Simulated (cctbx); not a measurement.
# NdB3S6 across an absorption edge

Space group C2/c (no. 15), a = 12.1030 Å, b = 10.0750 Å, c = 7.8760 Å, α = 90.00°, β = 126.95°, γ = 90.00°.

```csv
atom,mult.,x,y,z,Ueq (Å²)
Nd1,4,0,0.6989,1/4,0.0097
S1,8,0.0947,0.3849,0.1926,0.0231
S2,8,0.9131,0.1946,0.0081,0.0210
S3,8,0.3046,0.4005,0.0210,0.0169
B1,4,0,0.2771,1/4,0.0196
B2,8,0.2715,0.4333,0.4180,0.0224
```

The model was made for the exercise: a known structure type with other elements put in, its volume estimated, not relaxed; displacement parameters are assumed.

Calculated with cctbx: free-atom f′ and f″ from the Sasaki tables, no fine structure; amplitudes in electrons.

```
E (eV)  F 1 1 0  F 0 4 0  F 1 1 1  F 3 1 0
  5608     67.3     88.8     90.6    118.5
  5958     64.8     90.9     82.9    115.9
  6088     62.7     92.7     76.7    113.8
  6148     60.6     94.4     70.7    111.9
  6178     58.8     96.0     65.2    110.0
  6193     56.9     97.7     59.6    108.2
  6200     55.2     99.2     54.5    106.5
  6204     53.3    100.8     49.0    104.6
  6212     54.4    100.9     58.6    105.3
  6216     56.5     99.1     63.7    107.3
  6223     58.2     97.5     68.3    109.1
  6238     60.2     95.7     73.4    111.0
  6268     62.0     94.1     78.4    112.9
  6358     64.4     91.8     84.8    115.3
  6608     65.4     90.8     87.1    116.2
```

**Question.** Which edge is crossed, and why do the reflections move as they do?

The L3 edge of Nd. The edge is at 6208 eV. f′ of Nd falls from -11.8 e at 6088 eV to -19.3 e at 4 eV below it, and f″ steps from 3.56 to 10.63 e across it. Over that approach |F| changes by -15 % (1 1 0), +9 % (0 4 0), -36 % (1 1 1) and -8 % (3 1 0): a reflection falls where Nd scatters in phase with the total and rises where it scatters against it; it hardly moves where the Nd term is small or cancels by symmetry. Above the edge the larger f″ enters the imaginary part, where it can add to or cancel the other atoms' f″. The structure is centrosymmetric, so Friedel mates stay equal.

[Logs are printed without paths, hosts, clocks, repeated set-up lines and the standing remarks that a program may print on its own settings, such as how far it seeks lower states.]
